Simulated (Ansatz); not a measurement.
# C on Mo(110): change of the work function, part 2 of 2

Aim: the work function of Mo(110) at several coverages of C (longbridge site), and the dipole that each adsorbate carries.

Ansatz 0.2.0; plane-wave DFT, PBE, Ansatz PAW.

So far, work function, upper face (eV): step 2 (the clean slab) 4.60; step 3 (17 atoms, coverage 0.25 ML, cell 2x2) 5.19; step 4 (18 atoms, coverage 0.5 ML, cell 2x2) 5.63.

## (5) Adsorbate added, k-mesh 12×12×1, coverage 1 ML

System of this step: Mo4C (C/Mo(110)). The cell holds 5 atoms: 4 Mo and 1 C. Its edges and angles: a = 2.728 Å, b = 2.728 Å, c = 26.299 Å, α = 90.0°, β = 90.0°, γ = 70.5°. Vacuum lies along c.

input.yaml reads:

```yaml
crystal:
  lattice:
    - [2.2273863607, -1.575, 0.0]
    - [2.2273863607, 1.575, 0.0]
    - [0.0, 0.0, 26.2992768845]
  atoms:
    - { symbol: Mo, position: [0.0, 0.0, 0.3422147323] }
    - { symbol: Mo, position: [0.5, 0.5, 0.4269085576] }
    - { symbol: Mo, position: [0.0, 0.0, 0.5124477822] }
    - { symbol: Mo, position: [0.5, 0.5, 0.5940527538] }
    - { symbol: C, position: [0.0, 0.0, 0.6577852677] }
kpoints:
  mp_grid: { grid: [12, 12, 1] }
hamiltonian:
  xc: pbe
scf:
  occupations: { method: fermi_dirac, width: 0.1 }
  convergence: { dr2_threshold: 1.0e-08 }
efield:
  axis: 3
  dipole_correction: true
  ramp_position: 0.97
  ramp_width: 0.06
relax:
  f_tol: 0.02
  max_steps: 60
  constraints: [{ sites: [0, 1] }]
output:
  bader: true
  write_potential: true
  write_density: true
  volumetric_format: npy
```

Command:

```
$ ansatz run input.yaml --threads 4 --pin off --max-ram 6144MiB --backend cpu --events-out ev --progress --plain --runs-dir out
```

The job ended after 42 s (4 threads of Arm Neoverse V1, shared host; peak memory 0.57 GiB).

Relaxation path:

```csv
step,energy less that of the first step (eV),largest force component (eV/Å)
1,0.0000,3.5278
2,-0.9186,1.3366
3,-1.0143,0.4474
4,-1.0281,0.0608
5,-1.0285,0.0134
```

Forces are held to the 4 operations that the program found; a distortion that breaks them can't arise in this run.

The atoms that moved most (Å):

```csv
atom,dx,dy,dz,length
C5,0.000,0.000,-0.373,0.373
Mo4,0.000,0.000,0.173,0.173
Mo3,0.000,0.000,-0.030,0.030
```

Running mean over 2.227 Å of the planar mean; the ramp of the sawtooth is left out. Electron's electrostatic potential energy less the Fermi level against z:

```csv
z (Å),electron's electrostatic potential energy less the Fermi level (eV)
3.5,4.59
4.0,4.59
4.5,4.59
5.0,4.58
5.5,4.55
6.0,4.46
6.5,4.14
7.0,3.14
7.5,-0.178
8.0,-6.00
8.5,-10.8
9.0,-12.4
9.5,-12.6
10.0,-12.7
10.5,-12.8
11.0,-12.8
11.5,-12.8
12.0,-12.9
12.5,-12.8
13.0,-12.8
13.5,-12.6
14.0,-12.1
14.5,-11.5
15.0,-11.9
15.5,-13.5
16.0,-15.5
16.5,-13.8
17.0,-7.81
17.5,-1.99
18.0,2.34
18.5,5.34
19.0,6.21
19.5,6.37
20.0,6.40
20.5,6.41
21.0,6.41
21.5,6.41
22.0,6.41
22.5,6.41
23.0,6.41
```

The relaxation took 5 steps and lowered the energy by 1.0 eV; the largest force on the free atoms ends at 0.013 eV/Å.

The covered face has 6.41 eV, +1.81 eV against the clean one; the bare back face has moved by -0.10 eV, a measure of how thin the slab is.

## (6) Work function against coverage

This step: plane-wave DFT, PBE, Ansatz PAW; work function against coverage (Ansatz 0.2.0).

The runs are now put side by side.

This step gave:

```
work function of the clean face     : 4.598 eV
largest change of the work function : 1.811 eV
```

Table of work function of the covered face by coverage:

```csv
coverage (adsorbates/nm²),work function of the covered face (eV)
0.00,4.60
3.56,5.19
7.13,5.63
14.25,6.41
```

The dipole per adsorbate comes from the change of the cell's dipole. Coverage, by row:

```csv
coverage (1/nm²),coverage (ML),work function (eV),change (eV),"dipole per adsorbate, positive end outwards (debye)",mean height of the added atoms over the highest substrate atom (Å)
3.563,0.25,5.188,0.5901,-0.492,1.033
7.126,0.5,5.629,1.031,-0.418,0.9926
14.25,1,6.409,1.811,-0.356,1.13
```

## (7) The covered slab, atoms frozen

This step: plane-wave DFT, PBE, Ansatz PAW (Ansatz 0.2.0).

System of this step: Mo16C (C/Mo(110)). The cell holds 17 atoms: 16 Mo and 1 C. Cell: a = 5.456 Å, b = 5.456 Å, c = 26.299 Å, α = 90.0°, β = 90.0°, γ = 70.5°. Vacuum lies along c.

To see where the charge goes, the covered slab, the bare substrate and the adsorbate layer are each run at the same frozen positions and on the same grid.

input.yaml reads:

```yaml
crystal:
  lattice:
    - [4.4547727214, -3.15, 0.0]
    - [4.4547727214, 3.15, 0.0]
    - [0.0, 0.0, 26.2992768845]
  atoms:
    - { symbol: Mo, position: [0.0, 0.0, 0.3422147323] }
    - { symbol: Mo, position: [0.25, 0.25, 0.4269085576] }
    - { symbol: Mo, position: [0.0, 0.0, 0.511343365] }
    - { symbol: Mo, position: [0.2418144707, 0.2418144707, 0.5969395533] }
    - { symbol: Mo, position: [0.0, 0.5, 0.3422147323] }
    - { symbol: Mo, position: [0.25, 0.75, 0.4269085576] }
    - { symbol: Mo, position: [0.0, 0.5, 0.5137142678] }
    - { symbol: Mo, position: [0.262163138, 0.737836862, 0.5950942265] }
    - { symbol: Mo, position: [0.5, 0.0, 0.3422147323] }
    - { symbol: Mo, position: [0.75, 0.25, 0.4269085576] }
    - { symbol: Mo, position: [0.5, 0.0, 0.5137142678] }
    - { symbol: Mo, position: [0.737836862, 0.262163138, 0.5950942265] }
    - { symbol: Mo, position: [0.5, 0.5, 0.3422147323] }
    - { symbol: Mo, position: [0.75, 0.75, 0.4269085576] }
    - { symbol: Mo, position: [0.5, 0.5, 0.5098953632] }
    - { symbol: Mo, position: [0.7581855293, 0.7581855293, 0.5969395533] }
    - { symbol: C, position: [0.0, 0.0, 0.6362227012] }
kpoints:
  mp_grid: { grid: [6, 6, 1] }
hamiltonian:
  xc: pbe
scf:
  occupations: { method: fermi_dirac, width: 0.1 }
  convergence: { dr2_threshold: 1.0e-08 }
efield:
  axis: 3
  dipole_correction: true
  ramp_position: 0.97
  ramp_width: 0.06
output:
  write_potential: true
  write_density: true
  volumetric_format: npy
```

Elapsed: 60 s, on 4 threads; peak memory 2.7 GiB; 3.9 min of CPU time.

Numbers from this step:

```
energy at zero smearing        : -79537.2727 eV
work function, upper face      : 5.188 eV
work function, lower face      : 4.626 eV
dipole along the normal        : -0.08712 e·Å
step between the vacuum levels : 0.5617 eV
```

The work function of the upper face is 5.19 eV.

## (8) The substrate alone

System of this step: C/Mo(110), substrate alone, atoms held. The cell holds 16 atoms: 16 Mo. Cell: a = 5.456 Å, b = 5.456 Å, c = 26.299 Å, α = 90.0°, β = 90.0°, γ = 70.5°. Vacuum lies along c.

The second part, atoms unmoved.

Edit input.yaml of step 7 so:

```diff
@@ -22,3 +22,2 @@
     - { symbol: Mo, position: [0.7581855293, 0.7581855293, 0.5969395533] }
-    - { symbol: C, position: [0.0, 0.0, 0.6362227012] }
 kpoints:
```

Wall time 57 s (4 threads); peak memory 2.7 GiB.

Read from the output:

```yaml
energy_at_zero_smearing: -79286.2605 eV
work_function_upper_face: 4.671 eV
dipole_along_the_normal: 0.002889 e·Å
```

The work function of the upper face is 4.67 eV.

## (9) The adsorbate layer alone

System of this step: C/Mo(110), adsorbate layer alone, atoms held. The cell holds 1 atom: 1 C. Cell: a = 5.456 Å, b = 5.456 Å, c = 26.299 Å, α = 90.0°, β = 90.0°, γ = 70.5°. Vacuum lies along c.

The third part; a free layer of atoms may carry a moment, so spin is on.

input.yaml, the sections that differ from step 8:

```yaml
crystal:
  lattice:
    - [4.4547727214, -3.15, 0.0]
    - [4.4547727214, 3.15, 0.0]
    - [0.0, 0.0, 26.2992768845]
  atoms:
    - { symbol: C, position: [0.0, 0.0, 0.6362227012], spin: 1.0 }
magnetization:
  spin_polarized: true
# kpoints, hamiltonian, scf, efield, output: as in step 8
```

It took 11 s on 4 threads; peak memory 0.83 GiB.

Read from the output:

- energy at zero smearing: -243.0484 eV
- total moment: 2.000 μB
- site moments: 1.974 μB
- work function, upper face: 6.040 eV
- dipole along the normal: 2.33e-6 e·Å

Site moment by atom:

```csv
atom,site moment (μB)
C1,1.97
```

The free layer carries a moment of 2.0 μB a cell.

## (10) Where the charge went

This step: plane-wave DFT, PBE, Ansatz PAW; density difference on adsorption (Ansatz 0.2.0).

The densities of the parts are taken from that of the whole and averaged over planes; the first moment of what is left gives the step in the potential.

Numbers from this step:

| Item | Value |
| --- | --- |
| largest charge moved | -0.004706 e/Å² |
| potential step from the moved charge | 0.5800 eV |

Planar mean, whole system less its parts. The electron density difference by z:

z (Å), electron density difference (e/Å³) and a bar from the least value:
```
      4.0     0.0000 ##########
      4.5     0.0000 ##########
      5.0     0.0000 ##########
      5.5     0.0000 ##########
      6.0     0.0000 ##########
      6.5    -0.0001 #########
      7.0    -0.0002 #########
      7.5    -0.0003 #########
      8.0     0.0001 ##########
      8.5     0.0009 ############
      9.0    -0.0009 ########
      9.5     0.0005 ###########
     10.0     0.0000 ##########
     10.5    -0.0003 #########
     11.0     0.0001 ##########
     11.5    -0.0004 #########
     12.0     0.0003 ##########
     12.5     0.0001 ##########
     13.0     0.0006 ###########
     13.5    -0.0007 ########
     14.0     0.0021 ##############
     14.5    -0.0003 #########
     15.0    -0.0041 #
     15.5    -0.0044 
     16.0    -0.0028 ###
     16.5     0.0092 ##############################
     17.0     0.0042 ###################
     17.5    -0.0015 ######
     18.0    -0.0011 #######
     18.5    -0.0006 ########
     19.0    -0.0003 #########
     19.5    -0.0001 #########
     20.0     0.0000 ##########
     20.5     0.0000 ##########
     21.0     0.0000 ##########
     21.5     0.0000 ##########
     22.0     0.0000 ##########
```

Planar mean, whole system less its parts. Electrons moved below z against z:

```csv
z (Å),electrons moved below z (e/Å²)
4,-3.4e-7
5,-2.9e-6
6,-2.2e-5
7,-1.4e-4
8,-2.9e-4
9,-8.4e-5
10,3.2e-5
11,-5.2e-5
12,-2.1e-4
13,1.1e-5
14,4.4e-4
15,-5.3e-4
16,-0.00454
17,0.00163
18,6.8e-4
19,1.1e-4
20,1.4e-5
21,1.3e-6
22,-3.6e-8
```

## (11) The same run with other settings

This step: plane-wave DFT, PBE, Ansatz PAW (Ansatz 0.2.0).

System of this step: Mo4C (C/Mo(110)). The cell holds 5 atoms: 4 Mo and 1 C. Cell: a = 2.728 Å, b = 2.728 Å, c = 26.299 Å, α = 90.0°, β = 90.0°, γ = 70.5°. Vacuum lies along c.

A run with a changed input: it repeats the earlier run at 1 ML with efield.dipole_correction from true to false and efield.amplitude to 0.05.

input.yaml reads:

```yaml
crystal:
  lattice:
    - [2.2273863607, -1.575, 0.0]
    - [2.2273863607, 1.575, 0.0]
    - [0.0, 0.0, 26.2992768845]
  atoms:
    - { symbol: Mo, position: [0.0, 0.0, 0.3422147323] }
    - { symbol: Mo, position: [0.5, 0.5, 0.4269085576] }
    - { symbol: Mo, position: [0.0, 0.0, 0.5124477822] }
    - { symbol: Mo, position: [0.5, 0.5, 0.5940527538] }
    - { symbol: C, position: [0.0, 0.0, 0.6577852677] }
kpoints:
  mp_grid: { grid: [12, 12, 1] }
hamiltonian:
  xc: pbe
scf:
  occupations: { method: fermi_dirac, width: 0.1 }
  convergence: { dr2_threshold: 1.0e-08 }
efield:
  axis: 3
  dipole_correction: false
  ramp_position: 0.97
  ramp_width: 0.06
  amplitude: 0.05
relax:
  f_tol: 0.02
  max_steps: 60
  constraints: [{ sites: [0, 1] }]
output:
  bader: true
  write_potential: true
  write_density: true
  volumetric_format: npy
```

The job ended after 42 s (4 threads; peak memory 0.57 GiB).

```csv
quantity,this run,earlier run,difference
dipole along the normal (e·Å),-0.08411,-0.07036,-0.014
```

The applied field differs between the two, so the dipoles differ in any case.

With the dipole correction off, the periodic images add a field of their own to the typed one.

These numbers are not those of the isolated slab.

## (12) The same run with other settings

System of this step: Mo(110). The cell holds 4 atoms: 4 Mo. Its edges and angles: a = 2.728 Å, b = 2.728 Å, c = 24.682 Å, α = 90.0°, β = 90.0°, γ = 70.5°. Vacuum lies along c.

An input spoilt on purpose, to show how the run answers: it repeats the earlier run at 0 ML with crystal.atoms[0].symbol from Mo to mo, and scf.max_iter set to 60.

input.yaml reads:

```yaml
crystal:
  lattice:
    - [2.2273863607, -1.575, 0.0]
    - [2.2273863607, 1.575, 0.0]
    - [0.0, 0.0, 24.6821590822]
  atoms:
    - { symbol: mo, position: [0.0, 0.0, 0.3646358477] }
    - { symbol: Mo, position: [0.5, 0.5, 0.4548786159] }
    - { symbol: Mo, position: [0.0, 0.0, 0.5451213841] }
    - { symbol: Mo, position: [0.5, 0.5, 0.6353641523] }
kpoints:
  mp_grid: { grid: [12, 12, 1] }
hamiltonian:
  xc: pbe
scf:
  occupations: { method: fermi_dirac, width: 0.1 }
  convergence: { dr2_threshold: 1.0e-08 }
  max_iter: 60
efield:
  axis: 3
  dipole_correction: true
  ramp_position: 0.97
  ramp_width: 0.06
relax:
  f_tol: 0.02
  max_steps: 60
  constraints: [{ sites: [0, 1] }]
output:
  write_potential: true
  write_density: true
  volumetric_format: npy
```

The job ended after 0.02 s (4 threads; peak memory 0.02 GiB).

The program refused the input before any cycle.

The program's message: “Error: YAML parse error: error: line 7 column 17: `mo` is not an element symbol (H … Og, case-exact)”

The fault put into the input: an unknown element.

## (13) Results

| Property | Result |
| --- | --- |
| work function of the clean face | 4.60 eV |
| work function at 0.25 ML | 5.19 eV |
| work function at 0.5 ML | 5.63 eV |
| work function at 1 ML | 6.41 eV |
| dipole per adsorbate at 0.25 ML, positive end outwards | -0.49 D |
| step of the potential from the moved charge at 0.25 ML, upper less lower side, atoms held | 0.580 eV |

**Reading.** C raises the work function of Mo(110) at the lowest coverage, by 0.59 eV: the adsorbate layer has its negative end outwards. The slab has 4 layers, at the tabulated experimental lattice constant, one starting site was run, and quantum-size effects of a slab this thin can reach one or two tenths of an eV.

[Long decimals in the printed logs are rounded to 6 places.]

[Logs are printed without paths, hosts, clocks, repeated set-up lines and the standing remarks that a program may print on its own settings, such as how far it seeks lower states.]

[Hosts, paths, dates, database ids (printed as entryN), source tags and the programs' standing remarks are cut or masked in the printed files.]

[Maps of the electrostatic potential energy from Ansatz leave out the sawtooth potential of an applied field or a dipole correction, so their vacuum need not be flat; planar profiles and work functions include it.]
